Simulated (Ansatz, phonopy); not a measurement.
# How CuI (Marshite, F-43m) expands on warming, part 3 of 3

Wanted: α(T), C_P(T) and B(T) of CuI (Marshite) in the quasi-harmonic approximation.

Ansatz 0.2.0; DFT RPBE, scalar-relativistic, plane waves, PAW.

So far, principal linear expansion coefficients at 298 K (× 1e-6/K): step 6 (phonons on strained cells, q-mesh 2×2×2) 40.2.

The database entry behind the starting cell differs from later determinations by our own check (about 0.15 % long (mineral sample)), so it need not match the best structure at ambient conditions.

### Step 8. The quasi-harmonic study, q-mesh 4×4×4

Thermal expansion follows from how the free energy of the vibrations (and of the electrons in a metal) changes with strain, so the program makes strained cells, their phonons and a fit in one run.

This step: DFT RPBE, scalar-relativistic, plane waves, PAW (Ansatz 0.2.0).

Input file input.yaml:

```yaml
crystal:
  lattice:
    - [0.0, 3.097260317, 3.097260317]
    - [3.097260317, 0.0, 3.097260317]
    - [3.097260317, 3.097260317, 0.0]
  atoms:
    - { symbol: Cu, position: [0.25, 0.25, 0.25] }
    - { symbol: I, position: [0.0, 0.0, 0.0] }
kpoints:
  mp_grid: { grid: [8, 8, 8] }
hamiltonian:
  xc: rpbe
scf:
  occupations: { method: fixed }
output:
  eigenvalues: true
phonons:
  method: dfpt
  qmesh: [4, 4, 4]
  temperatures: { t_max: 500.0, t_step: 25 }
  thermal_expansion: {}
```

Run with:

```
> ansatz run input.yaml --threads 4 --pin off --max-ram 8192MiB --backend cpu --events-out ev --progress --plain --runs-dir out
```

Numbers of over 12 decimals in the logs are rounded to 6 here.

The program printed:

```text
[...]
Crystal: 2 atoms, lattice volume = 59.424 Å³
Basis set: ecut = 487.2 eV, 1459 PW (Γ), exchange–correlation on 64×64×64 points (8 copies of the dense FFT grid, shifted against one another)
Bands: 22, of which v1, the nominal top of the filled ones, is band 18 counted from 1 (17 counted from 0)
Symmetry: 24 space group operations
[...]
k-points: 29 of 512 (time reversal used)
[...]
SCF iter   1: F=—  HF=-14152.718372 eV  |F-HF|=—  |Δ(HF+E_count)|=         —  Δρ=6.41e-3  dr2=1.40e-2  ethr=1.77e-3  ⟨swp⟩=5.1  Hψ=2602  notcnv=0  defer=51
[...]
SCF iter   9: F=-14152.716547 eV  HF=-14152.716547 eV  |F-HF|=1.82e-12  |Δ(HF+E_count)|=  3.64e-11  Δρ=1.36e-7  dr2=6.50e-12  ethr=1.00e-12  ⟨swp⟩=9.9  Hψ=3977  notcnv=0
SCF 1 converged in 9 iterations: F = -14152.716547 eV  dr2 = 6.50e-12
[...]
relax step   1: F+E_penalty+E_count = -14152.71654658 eV  Δ(F+E_penalty+E_count) = +0.000e0 eV  max|allowed force component| = 6.708e-17 eV/Å  Δτ_max = 0.0000 Å  (9 SCF iters, accepted)
SCF converged after 9 iterations
Free energy (F): -14152.716547 eV
[...]
Internal energy: -14152.716547 eV  (E = F + TS)
E sigma→0 (E₀):  -14152.716547 eV
Fermi energy:    7.401957 eV
[...]
--- Stress (GPa, compression-positive) ---
       -0.000306       0.000000      -0.000000
        0.000000      -0.000306       0.000000
       -0.000000       0.000000      -0.000306
  P = ⅓ Tr σ = -0.0003 GPa (-0.003 kbar)
--- Band table (eV; the first three rows and the last of 29) ---
  k-point 0: bands = [... 14 lower, 5.8283, 7.4020, 7.4020, 7.4020, 8.5071, 12.3688, 12.3688, 12.3688]
  k-point 1: bands = [... 14 lower, 5.8233, 6.8785, 7.3051, 7.3051, 9.1494, 12.2745, 12.5672, 12.5672]
  k-point 2: bands = [... 14 lower, 5.8215, 6.3264, 7.0890, 7.0890, 9.6350, 12.8578, 12.8851, 12.8851]
  k-point 28: bands = [... 14 lower, 5.8101, 5.9028, 6.0467, 6.3528, 11.6743, 12.1782, 13.4201, 13.9384]
── thermal expansion: 3 new cells, 3 in all ──
thermal expansion: relaxation of cell 2
thermal expansion: relaxation of cell 3
── thermal expansion: 2 new cells, 5 in all ──
thermal expansion: relaxation of cell 4
thermal expansion: lower-state search of cell 4
thermal expansion: phonons of cell 4
thermal expansion: relaxation of cell 5
thermal expansion: phonons of cell 5
── thermal expansion: 6 new cells, 11 in all ──
thermal expansion: relaxation of cell 6
thermal expansion: relaxation of cell 7
thermal expansion: relaxation of cell 8
thermal expansion: relaxation of cell 9
thermal expansion: relaxation of cell 10
thermal expansion: relaxation of cell 11
thermal expansion: phonons of cell 6
thermal expansion: phonons of cell 7
thermal expansion: phonons of cell 8
--- Relaxed structure (1 steps of the walk, 1 accepted, 0 SCFs on fresh bases) ---
  F+E_penalty+E_count = -14152.71654658 eV   max|allowed force component| = 6.708e-17 eV/Å
  atoms:
    - { symbol: Cu, position: [0.25, 0.25, 0.25] }
    - { symbol: I, position: [0.0, 0.0, 0.0] }
--- Thermal expansion: 11 cells in 3 rounds, 0 GPa ---
  no lower state was reached at cell 4
  without vibrations: a 4.38015, b 4.38015, c 4.38015 Å, V 59.4228 Å³, B 30.84 GPa
  at 0 K: a 4.38986, b 4.38986, c 4.38986 Å, V 59.8187 Å³, B 29.93 GPa
  zero-point expansion: a +0.222, b +0.222, c +0.222, V +0.666 %
[...]
0.00    4.38986    4.38986    4.38986    59.8187 |    0.00    0.00    0.00    0.00 |   82.74 |     0.000     0.000 |    29.93    29.93
    50.00    4.39098    4.39098    4.39098    59.8646 |   15.31   15.31   15.31   45.94 |   96.40 |    31.115    31.002 |    29.54    29.65
   100.00    4.39584    4.39584    4.39584    60.0635 |   26.72   26.72   26.72   80.16 |  104.36 |    44.386    43.725 |    28.42    28.85
   150.00    4.40228    4.40228    4.40228    60.3281 |   31.49   31.49   31.49   94.46 |  110.46 |    48.364    47.046 |    27.10    27.86
   200.00    4.40963    4.40963    4.40963    60.6304 |   35.14   35.14   35.14  105.43 |  116.50 |    50.377    48.297 |    25.63    26.73
   250.00    4.41780    4.41780    4.41780    60.9681 |   39.00   39.00   39.00  117.01 |  123.14 |    51.904    48.888 |    23.99    25.47
   298.15    4.42656    4.42656    4.42656    61.3318 |   43.51   43.51   43.51  130.53 |       - |    53.376    49.203 |    22.24    24.12
   325.00    4.43192    4.43192    4.43192    61.5545 |   46.59   46.59   46.59  139.77 |  135.27 |    54.303    49.321 |    21.17    23.31
   375.00    4.44303    4.44303    4.44303    62.0188 |   54.05   54.05   54.05  162.14 |  145.76 |    56.460    49.478 |    18.96    21.64
   425.00    4.45622    4.45622    4.45622    62.5727 |   65.41   65.41   65.41  196.23 |  159.50 |    59.697    49.583 |    16.40    19.75
   475.00    4.47282    4.47282    4.47282    63.2744 |   85.51   85.51   85.51  256.52 |  179.10 |    65.501    49.658 |    13.30    17.55
   500.00    4.48331    4.48331    4.48331    63.7206 |  103.29  103.29  103.29  309.86 |  192.96 |    70.753    49.688 |    11.43    16.28
[...]
vibrations' free energy: its fit leaves 0.0034 meV an atom at the most
  the electrons' free energy at temperature is not in it: every band gap is over 0.52 eV
  free energies summed between the sampled wave vectors
[...]
the FFT grids of the static calculations differ: 32 × 32 × 32, 36 × 36 × 36
  band gaps on the cells' k-points are 0.918 to 1.174 eV
```

Elapsed: 24 min, on 4 threads of Arm Neoverse V2, shared host; peak memory 2.1 GiB; 1.6 h of CPU time.

Numbers from this step:

```yaml
volume_expansion_coefficient_at_298_k: 130.5 1e-6/K
c_p_at_298_k: 26.69 J/mol-atom/K
entropy_at_298_k: 50.97 J/mol-atom/K
isothermal_bulk_modulus_at_298_k: 22.24 GPa
grueneisen_parameter_at_298_k: 2.179
volume_at_298_k: 30.67 Å³/atom
principal_linear_expansion_coefficients_at_298_k: 43.51, 43.51, 43.51 1e-6/K
```

Strained cells of the study; zero-point energy where phonons were solved; the pressures are stresses at a fixed cutoff and can carry an offset from the finite basis. Expansion cells, by row:

```csv
cell,|a| (Å),|b| (Å),|c| (Å),V (Å³/atom),E - E_lowest (meV/atom),"pressure, compression positive (GPa)",gap (eV),zero-point energy (meV/atom)
1,4.38,4.38,4.38,29.71,0.012,-0.036,1.105,-
2,4.415,4.415,4.415,30.43,1.603,-0.727,1.052,-
3,4.345,4.345,4.345,29.01,1.68,0.749,1.161,-
4,4.381,4.381,4.381,29.72,0,-0.044,1.105,15.98
5,4.402,4.402,4.402,30.17,0.658,-0.486,1.071,15.41
6,4.43,4.43,4.43,30.74,3.176,-0.99,1.031,14.71
7,4.455,4.455,4.455,31.26,6.963,-1.4,0.9966,14.06
8,4.48,4.48,4.48,31.79,12.12,-1.772,0.9634,13.41
9,4.337,4.337,4.337,28.84,2.603,0.953,1.174,-
10,4.359,4.359,4.359,29.28,0.631,0.434,1.139,-
11,4.516,4.516,4.516,32.56,21.64,-2.242,0.9184,-
```

Quasi-harmonic; a, b, c are the run's own cell vectors. Expansion, by row:

```csv
T (K),a (Å),b (Å),c (Å),alpha (deg),beta (deg),gamma (deg),cell volume (Å³/cell),alpha_a (1e-6/K),alpha_b (1e-6/K),alpha_c (1e-6/K),alpha_V (1e-6/K),C_P (J/mol-atom/K),C_V (J/mol-atom/K),S (J/mol-atom/K),B_T (GPa),B_S (GPa),Grueneisen,extrapolation,fit error (1e-6/K)
0,4.39,4.39,4.39,60,60,60,59.82,0,0,0,0,0,0,0,29.93,29.93,-,0,0
25,4.39,4.39,4.39,60,60,60,59.82,3.37,3.37,3.37,10.12,6.675,6.673,3.128,29.88,29.89,0.816,0,0.03
50,4.391,4.391,4.391,60,60,60,59.86,15.31,15.31,15.31,45.94,15.56,15.5,10.74,29.54,29.65,1.578,0,0.04
75,4.393,4.393,4.393,60,60,60,59.95,22.65,22.65,22.65,67.95,20.02,19.84,18,29.01,29.28,1.794,0,0.06
100,4.396,4.396,4.396,60,60,60,60.06,26.72,26.72,26.72,80.16,22.19,21.86,24.09,28.42,28.85,1.884,0,0.09
125,4.399,4.399,4.399,60,60,60,60.19,29.4,29.4,29.4,88.19,23.41,22.92,29.19,27.78,28.37,1.937,0,0.11
150,4.402,4.402,4.402,60,60,60,60.33,31.49,31.49,31.49,94.46,24.18,23.52,33.53,27.1,27.86,1.977,0,0.12
175,4.406,4.406,4.406,60,60,60,60.47,33.34,33.34,33.34,100,24.74,23.9,37.3,26.38,27.31,2.011,0,0.1
200,4.41,4.41,4.41,60,60,60,60.63,35.14,35.14,35.14,105.4,25.19,24.15,40.63,25.63,26.73,2.043,0,0.09
225,4.414,4.414,4.414,60,60,60,60.79,37,37,37,111,25.58,24.32,43.62,24.83,26.12,2.075,0,0.12
250,4.418,4.418,4.418,60,60,60,60.97,39,39,39,117,25.95,24.44,46.34,23.99,25.47,2.108,0,0.15
275,4.422,4.422,4.422,60,60,60,61.15,41.21,41.21,41.21,123.6,26.32,24.54,48.83,23.11,24.79,2.144,0,0.21
298.1,4.427,4.427,4.427,60,60,60,61.33,43.51,43.51,43.51,130.5,26.69,24.6,50.97,22.24,24.12,2.179,0,0.29
300,4.427,4.427,4.427,60,60,60,61.35,43.71,43.71,43.71,131.1,26.72,24.61,51.14,22.17,24.07,2.182,0,0.29
325,4.432,4.432,4.432,60,60,60,61.55,46.59,46.59,46.59,139.8,27.15,24.66,53.29,21.17,23.31,2.224,0,0.4
350,4.437,4.437,4.437,60,60,60,61.78,49.98,49.98,49.98,149.9,27.65,24.7,55.32,20.1,22.5,2.27,0,0.52
375,4.443,4.443,4.443,60,60,60,62.02,54.05,54.05,54.05,162.1,28.23,24.74,57.25,18.96,21.64,2.321,0,0.6
400,4.449,4.449,4.449,60,60,60,62.28,59.06,59.06,59.06,177.2,28.94,24.77,59.09,17.73,20.72,2.379,0,0.54
425,4.456,4.456,4.456,60,60,60,62.57,65.41,65.41,65.41,196.2,29.85,24.79,60.87,16.4,19.75,2.446,0,0.55
450,4.464,4.464,4.464,60,60,60,62.9,73.8,73.8,73.8,221.4,31.05,24.81,62.61,14.94,18.69,2.524,0,1.86
475,4.473,4.473,4.473,60,60,60,63.27,85.51,85.51,85.51,256.5,32.75,24.83,64.33,13.3,17.55,2.618,0,7.5
500,4.483,4.483,4.483,60,60,60,63.72,103.3,103.3,103.3,309.9,35.38,24.84,66.08,11.43,16.28,2.736,0.03,27.29
```

The expansion coefficient by temperature; values in 1e-6/K:

```csv
temperature (K),volume,principal 1
0,0,0
25,10.1,3.37
50,45.9,15.3
75,68.0,22.6
100,80.2,26.7
125,88.2,29.4
150,94.5,31.5
175,100,33.3
200,105,35.1
225,111,37
250,117,39
275,124,41.2
298,131,43.5
300,131,43.7
325,140,46.6
350,150,50.0
375,162,54.0
400,177,59.1
425,196,65.4
450,221,73.8
475,257,85.5
500,310,103
```

Changing the q-mesh (2×2×2 → 4×4×4) takes the volume expansion at 298 K from 121 to 131 × 10⁻⁶/K and B_T from 22.8 to 22.2 GPa.

### Step 9. Quasi-harmonic fit by phonopy

This step: DFT RPBE, scalar-relativistic, plane waves, PAW (phonopy 4.10.0).

This step gave:

```
volume expansion coefficient at 300 K : 131.8 1e-6/K
isothermal bulk modulus at 300 K      : 22.09 GPa
C_P at 300 K                          : 26.75 J/mol-atom/K
Grüneisen parameter at 300 K          : 2.186
```

The energy (each curve on its own zero) by volume; values in meV/atom:

```csv
volume (Å³/atom),static,F at 0 K,F at 300 K,F at 500 K
29.720,0,1.26,5.63,9.28
30.169,0.66,1.36,3.97,6.13
30.737,3.18,3.17,3.37,3.51
31.258,6.96,6.31,4.09,2.23
31.788,12.1,10.8,5.85,1.78
```

Phonopy-qha, vinet fit of F(V) at each temperature. Qha vinet, by row:

```csv
T (K),fitted volume (Å³/atom),alpha_V (1e-6/K),B_T (GPa),C_P (J/mol-atom/K),Grueneisen
75,29.97,66.63,28.88,20.03,1.751
100,30.03,79.78,28.3,22.28,1.868
125,30.09,88.19,27.67,23.5,1.93
150,30.16,94.62,27.01,24.26,1.973
175,30.24,100.3,26.3,24.81,2.009
200,30.31,105.7,25.55,25.24,2.042
225,30.4,111.4,24.75,25.63,2.075
250,30.48,117.5,23.92,25.99,2.11
275,30.58,124.2,23.03,26.36,2.146
300,30.67,131.8,22.09,26.75,2.186
325,30.78,140.5,21.1,27.19,2.229
350,30.89,150.8,20.06,27.68,2.277
375,31.01,163,18.94,28.27,2.33
400,31.14,177.7,17.76,28.97,2.391
425,31.29,196,16.51,29.86,2.46
450,31.45,219.1,15.18,30.99,2.539
```

The volume expansion coefficient by temperature; values in 1e-6/K:

```csv
temperature (K),"phonopy-qha, Vinet",Ansatz's own study
75,66.6,68.0
100,79.8,80.2
125,88.2,88.2
150,94.6,94.5
175,100,100
200,106,105
225,111,111
250,117,117
275,124,124
300,132,131
325,141,140
350,151,150
375,163,162
400,178,177
425,196,196
450,219,221
```

The fit gives a volume expansion of 132 × 10⁻⁶/K at 300 K, against 131 at 298 K from the study itself, whose static fit uses more cells.

### Step 10. What came out

| Item | Value |
| --- | --- |
| settings of these figures | RPBE, 487.2 eV, k 8×8×8, q 4×4×4 |
| volume expansion coefficient at 298 K | 130.5 1e-6/K |
| C_P at 298 K | 26.69 J/mol-atom/K |
| entropy at 298 K | 50.97 J/mol-atom/K |
| isothermal bulk modulus at 298 K | 22.24 GPa |
| Grüneisen parameter at 298 K | 2.179 |
| volume at 298 K | 30.67 Å³/atom |
| principal linear expansion coefficients at 298 K | 43.51, 43.51, 43.51 1e-6/K |

In words: Near room temperature CuI (Marshite) expands by 131 × 10⁻⁶/K in volume by RPBE, with C_P = 26.7 J/(mol K) per mole of atoms and B_T = 22.2 GPa. At some temperatures (first at 500 K) the program's own estimate of the fit error is large against the linear coefficients, so those rows are unreliable. Between 298.15 and 500 K the bulk modulus falls by 49 % and the Grüneisen parameter grows; in this range the quasi-harmonic approximation, which lacks anharmonicity at fixed volume, tends to overshoot. C_P at room temperature is 107 % of the classical 3R an atom; C_V is 99 %, and the rest is expansion work. Changing the q-mesh moves the volume expansion at 298 K between 121 and 131 × 10⁻⁶/K, while the CPU time spans a factor of 5.1. The interpolation has no quadrupole term, so branches near the zone centre are less sure, since this crystal has sites that are not centres of inversion. The PAW files were made for PBE and are used here under another functional, for which the program regenerates the frozen cores. The cell of these runs is 7 % larger in volume than the database cell; frequencies and all that rests on them shift with it.

[Logs are printed without paths, hosts, clocks, repeated set-up lines and the standing remarks that a program may print on its own settings, such as how far it seeks lower states.]

[Hosts, paths, dates, database ids (printed as entryN), source tags and the programs' standing remarks are cut or masked in the printed files.]

[A step with changed settings may run another functional than the one named; its input shows which.]
